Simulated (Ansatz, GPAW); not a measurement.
# A 7-layer slab of K(100): work function by functional and basis, part 3 of 3

How far do functional and basis move the work function of a 7-layer slab of K(100)?

GPAW 26.7.0 and Ansatz 0.2.0; Ansatz plane waves; slab in vacuum with a dipole correction, relaxation; PAW set soft_1 (the session's first sound run).

So far, upper work function (eV): step 2 (relaxing the atoms, PBE) 2.26; step 5 (self-consistent run: xc = "LDA") 2.38; step 6 (self-consistent run: xc = "vdW-DF2", GPAW, PAW setups, GPAW) 2.58; step 7 (real-space grid: mode = "fd", PBE, GPAW) 2.26; step 8 (atomic orbitals: mode = "lcao", PBE, GPAW) 2.26.

## (10) A second plane-wave code

A second program with its own datasets checks the number independently.

This step: Ansatz plane waves; slab in vacuum with a dipole correction; PAW set soft_1 (Ansatz 0.2.0).

File input.yaml:

```yaml
crystal:
  lattice:
    - [5.23, 0.0, 0.0]
    - [0.0, 5.23, 0.0]
    - [0.0, 0.0, 33.69]
  atoms:
    - { symbol: K, position: [0.0, 0.0, 0.267141585] }
    - { symbol: K, position: [0.5, 0.5, 0.3447610567] }
    - { symbol: K, position: [0.0, 0.0, 0.4223805283] }
    - { symbol: K, position: [0.5, 0.5, 0.5027560409] }
    - { symbol: K, position: [0.0, 0.0, 0.5828948888] }
    - { symbol: K, position: [0.5, 0.5, 0.6616241724] }
    - { symbol: K, position: [0.0, 0.0, 0.7430785906] }
kpoints:
  mp_grid: { grid: [6, 6, 1] }
hamiltonian:
  xc: pbe
  pseudopotentials: { kind: paw, azcp: { folder: soft_1 } }
scf:
  occupations: { method: fermi_dirac, width: 0.1 }
efield:
  axis: 3
  dipole_correction: true
  ramp_width: 0.05
output:
  forces: true
  write_potential: true
  write_density: true
  volumetric_format: npy
  elf: true
```

Command:

```
ansatz run input.yaml --threads 4 --pin off --max-ram 8192MiB --backend cpu --events-out ev --progress --plain --runs-dir out
```

Numbers of over 12 decimals in the logs are rounded to 6 here.

The program printed:

```text
[...]
Crystal: 7 atoms, lattice volume = 921.519 Å³
Basis set: ecut = 420 eV, 18073 PW (Γ), exchange–correlation on 72×72×480 points (8 copies of the dense FFT grid, shifted against one another)
Bands: 39, of which v1, the nominal top of the filled ones, is band 32 counted from 1 (31 counted from 0)
Symmetry: 8 space group operations
[...]
k-points: 10 of 36
[...]
SCF iter   1: F=—  HF=-10764.402577 eV  |F-HF|=—  |Δ(HF+E_count)|=         —  Δρ=2.92e-3  dr2=2.27e0  ethr=3.10e-3  p=-0.000 e·Å  D=-1.52e-8 V/Å  ΔV_dip=0.00 eV  dr2_dipole=6.91e-3  V_vac-E_F(+/−)=3.18/3.18 eV  ⟨swp⟩=13.6  Hψ=2109  notcnv=0
[...]
SCF iter   9: F=-10764.196192 eV  HF=-10764.196192 eV  |F-HF|=1.20e-8  |Δ(HF+E_count)|=   2.44e-8  Δρ=1.30e-6  dr2=3.99e-8  ethr=1.59e-10  p=0.001 e·Å  D=1.26e-4 V/Å  ΔV_dip=-0.00 eV  dr2_dipole=2.63e-10  V_vac-E_F(+/−)=2.26/2.27 eV  ⟨swp⟩=19.5  Hψ=2986  notcnv=0
SCF 1 converged in 9 iterations: F = -10764.196192 eV  dr2 = 3.99e-8
[...]
SCF converged after 9 iterations
Free energy (F): -10764.196192 eV
[...]
Internal energy: -10763.999794 eV  (E = F + TS)
E sigma→0 (E₀):  -10764.097993 eV
Entropy (-TS):   -0.196398 eV (-28.057 meV/atom)
Fermi energy:    0.023395 eV
Dipole field:    D = 0.000136 V/Å  (p = 0.000694 e·Å, saw-weighted, corrected)
Work function:   Φ+ = 2.2612 eV   Φ− = 2.2658 eV
[...]
--- Forces (eV/Å), atoms counted from 1 ---
  atom   1  K     -0.00000000     0.00000000    -0.02839947
  atom   2  K      0.00000000     0.00000000     0.01613489
  atom   3  K     -0.00000000     0.00000000     0.01101766
  atom   4  K      0.00000000     0.00000000    -0.00026846
  atom   5  K      0.00000000     0.00000000    -0.00085449
  atom   6  K     -0.00000000     0.00000000     0.00346251
  atom   7  K      0.00000000     0.00000000    -0.00109298
  max |Σ_I F_I| component: 3.42e-7 eV/Å
--- Band table (eV; the first three rows and the last of 10) ---
  k-point 0: bands = [... 28 lower, -2.0460, -1.7839, -1.3461, -0.7803, -0.1425, 0.4935, 1.0905, 1.6544, ... 3 higher]
  k-point 1: bands = [... 28 lower, -1.8717, -1.6130, -1.1813, -0.6226, 0.0071, 0.6317, 1.1988, 1.4266, ... 3 higher]
  k-point 2: bands = [... 28 lower, -1.3638, -1.1155, -0.7024, -0.1672, 0.4214, 0.4397, 0.6409, 0.9999, ... 3 higher]
  k-point 9: bands = [... 28 lower, 0.5832, 0.6139, 0.8031, 0.8031, 0.8213, 0.9098, 0.9471, 0.9471, ... 3 higher]
```

Run time: 12 s. Hardware: 4 threads of Arm Neoverse V1, shared host; peak memory 1.3 GiB.

This step gave:

| Quantity | Value |
| --- | --- |
| upper work function | 2.261 eV |
| lower work function | 2.266 eV |
| dipole along the normal | 6.94e-4 e·Å |
| dipole field | 1.36e-4 V/Å |
| vacuum level below | 2.289 eV |

The electrostatic potential energy of an electron (with the applied field's), less the Fermi level, planar mean oscillates, so the rows of the table below give means over windows of 2.67 Å about each position, cut where the curve ends. Its maxima inside the range that stand out by 2 % of the span (Å: eV): 10.4: 0.914, 12.9: 0.912, 15.6: 1.04, 18.2: 1.02, 20.9: 0.955, 23.6: 1.10. Its minima: 9.0: -2.81, 11.7: -2.63, 14.2: -2.62, 17.0: -2.66, 19.7: -2.62, 22.3: -2.62, 25.0: -2.78.

Table of electrostatic potential energy of an electron (with the applied field's), less the Fermi level, planar mean by z; means over each step:

z (Å), electrostatic potential energy of an electron (with the applied field's), less the Fermi level, planar mean (eV) and a bar from the least value:
```
     1.33       2.27 ##############################
     4.00       2.26 ##############################
     6.67       1.89 ##########################
     9.34      -0.74 
    12.02      -0.66 #
    14.68      -0.61 #
    17.36      -0.63 #
    20.02      -0.63 #
    22.70      -0.58 ##
    25.37      -0.59 #
    28.04       2.12 #############################
    30.70       2.26 ##############################
    33.38       2.26 ##############################
```

The valence density, planar mean oscillates, so the rows of the table below give means over windows of 2.67 Å about each position, cut where the curve ends. Its maxima inside the range that stand out by 2 % of the span (Å: e/Å³): 9.0: 0.265, 11.7: 0.267, 14.2: 0.266, 17.0: 0.266, 19.7: 0.267, 22.3: 0.266, 25.0: 0.264. Its minima: 10.2: 0.0259, 12.9: 0.0244, 15.6: 0.0224, 18.2: 0.0227, 20.9: 0.0237, 23.7: 0.0228.

Valence density, planar mean against z; means over each step:

z (Å), valence density, planar mean (e/Å³) and a bar:
```
     1.33      0.000 
     4.00      0.000 
     6.67      0.005 #
     9.34      0.123 ##############################
    12.02      0.124 ##############################
    14.68      0.123 ##############################
    17.36      0.123 ##############################
    20.02      0.123 ##############################
    22.70      0.123 ##############################
    25.37      0.118 ############################
    28.04      0.002 
    30.70      0.000 
    33.38      0.000
```

Electrostatic potential energy in the ca plane at fractional y = 0.000, with atoms of K within 0.2 Å of it. With pseudopotentials it is smooth inside the atoms' cores, unlike the true potential.

Ten even steps from '0' (-43 eV) to '9' (2 eV), each cell a mean:
```
00168999999986100268999999985100278999999999
22589999999998522589999999997422589999999999
77899999999999877899999999998877899999999999
99999999999999999999999999999999999999999999
99999999999999999999999999999999999999999999
99999999999999999999999999999999999999999999
99999999999999999999999999999999999999999999
99999999999999999999999999999999999999999999
99999999999999999999999999999999999999999999
99999999999999999999999999999999999999999999
88899999999999888899999999999888899999999999
55789999999998755789999999998655789999999999
00378999999987300379999999986200378999999999
00158999999985000168999999985000168999999999
```
Columns run along c (16.0 Å, from fractional 0.42 to 0.89 of the cell; values clipped at the 3rd and 97th percentile), rows up along a (5.2 Å). Atoms in or near the plane, at fractional coordinates: K at (0.42, 0.00), K at (0.58, 0.00), K at (0.74, 0.00).

ELF in the ca plane at fractional y = 0.000, with atoms of K within 0.2 Å of it. It is the smooth field of the valence electrons, not physical close to the nuclei.

Ten even steps from '0' (0.01) to '9' (0.87), each cell a mean:
```
88982014541038988982014541038989982000111000
99951014541015999951014542016999951001111000
66410035553001466410035553002576510001211000
11000245554200011000245555200011000012210000
00012455555421000012455555531000001222210000
22345555555554322345555556665432233433210000
55555555455555555555554456677666555543110000
44455555555555444455555556666554445443110000
11124555555532111124555556643211112332210000
00001355555310000001345555410000000122210000
33200135553100233200135554100233200011210000
99730024542003799730025552004899730001211000
99972014541027999971014541028999972000111000
77983013531038977982014541039978983000111000
```
Columns run along c (16.0 Å, from fractional 0.42 to 0.89 of the cell), rows up along a (5.2 Å). Atoms in or near the plane, at fractional coordinates: K at (0.42, 0.00), K at (0.58, 0.00), K at (0.74, 0.00).

Valence density in the ca plane at fractional y = 0.000, with atoms of K within 0.2 Å of it. It is the smooth field of the valence electrons, not physical close to the nuclei.

Values in e/Å³, 8 rows by 16 columns, each cell a mean:
```
2.8 0.3 0.0 0.0 0.1 2.5 1.3 0.0 0.0 0.0 1.3 2.5 0.2 0.0 0.0 0.0
0.4 0.1 0.0 0.0 0.0 0.3 0.2 0.0 0.0 0.0 0.2 0.3 0.0 0.0 0.0 0.0
0.0 0.0 0.0 0.0 0.0 0.0 0.0 0.0 0.0 0.0 0.0 0.0 0.0 0.0 0.0 0.0
0.0 0.0 0.0 0.0 0.0 0.0 0.0 0.0 0.0 0.0 0.0 0.0 0.0 0.0 0.0 0.0
0.0 0.0 0.0 0.0 0.0 0.0 0.0 0.0 0.0 0.0 0.0 0.0 0.0 0.0 0.0 0.0
0.0 0.0 0.0 0.0 0.0 0.0 0.0 0.0 0.0 0.0 0.0 0.0 0.0 0.0 0.0 0.0
0.8 0.1 0.0 0.0 0.1 0.7 0.4 0.0 0.0 0.0 0.4 0.8 0.1 0.0 0.0 0.0
3.5 0.4 0.0 0.0 0.2 3.1 1.7 0.0 0.0 0.0 1.6 3.1 0.2 0.0 0.0 0.0
```
Columns run along c (16.0 Å, from fractional 0.42 to 0.89 of the cell), rows up along a (5.2 Å). Atoms in or near the plane, at fractional coordinates: K at (0.42, 0.00), K at (0.58, 0.00), K at (0.74, 0.00).

The upper face's work function is 2.261 eV, against 2.263 eV in the first plane-wave PBE run at this geometry.

## (11) Side by side

Results and costs are gathered.

This step: comparison of work functions, dipole and cost; PAW set soft_1 (GPAW 26.7.0).

Ladder, by row:

```
      step    code  work function, upper (eV)  work function, lower (eV)  dipole (e Å)  wall time (s)  peak memory (GiB)  threads
        pw    GPAW                      2.263                      2.267       6.22e-4          329.4               0.48        1
optPBE-vdW    GPAW                      2.421                      2.427       8.47e-4          508.5               0.97        1
       LDA    GPAW                      2.383                      2.386       5.25e-4          321.7               0.49        1
   vdW-DF2    GPAW                      2.578                      2.577      -1.44e-4            500               0.97        1
        fd    GPAW                       2.26                      2.265       7.40e-4           2779               2.24        1
      lcao    GPAW                      2.257                       2.26       4.07e-4          791.1                0.8        1
    ansatz  Ansatz                      2.261                      2.266       6.94e-4          11.95              1.266        4
```

## (12) Results

```
work function, both faces : 2.26 eV
dipole along the normal   : 6.2e-4 e Å
```

What this shows: With plane waves and PBE the work function is 2.26 eV on the upper face and 2.27 eV on the lower. The measured value for polycrystalline K, which weights the faces of low work function, is 2.29 eV (as compiled in "Anisotropic work function of elemental crystals", 2019, arxiv:1902.07811); the relaxed upper face lies 0.027 eV under it with PBE, and PBE comes nearest (2.26 eV). Measured work functions scatter by a tenth of an eV or more between methods. Over the sound runs of the table the upper face's work function spans 2.257 (lcao) to 2.578 eV (vdW-DF2). The two plane-wave codes differ by 0.0019 eV on the upper face. The small printed dipole stands for a step of -4.1 meV from the lower to the upper face, and the probes find -4.2 meV; values this small are near the numerical noise of both. The in-plane lattice was kept as typed, which isn't the functional's own and leaves some strain; spin-orbit coupling and temperature are left out.

[Logs are printed without paths, hosts, clocks, repeated set-up lines and the standing remarks that a program may print on its own settings, such as how far it seeks lower states.]

[Hosts, paths, dates, database ids (printed as entryN), source tags and the programs' standing remarks are cut or masked in the printed files.]
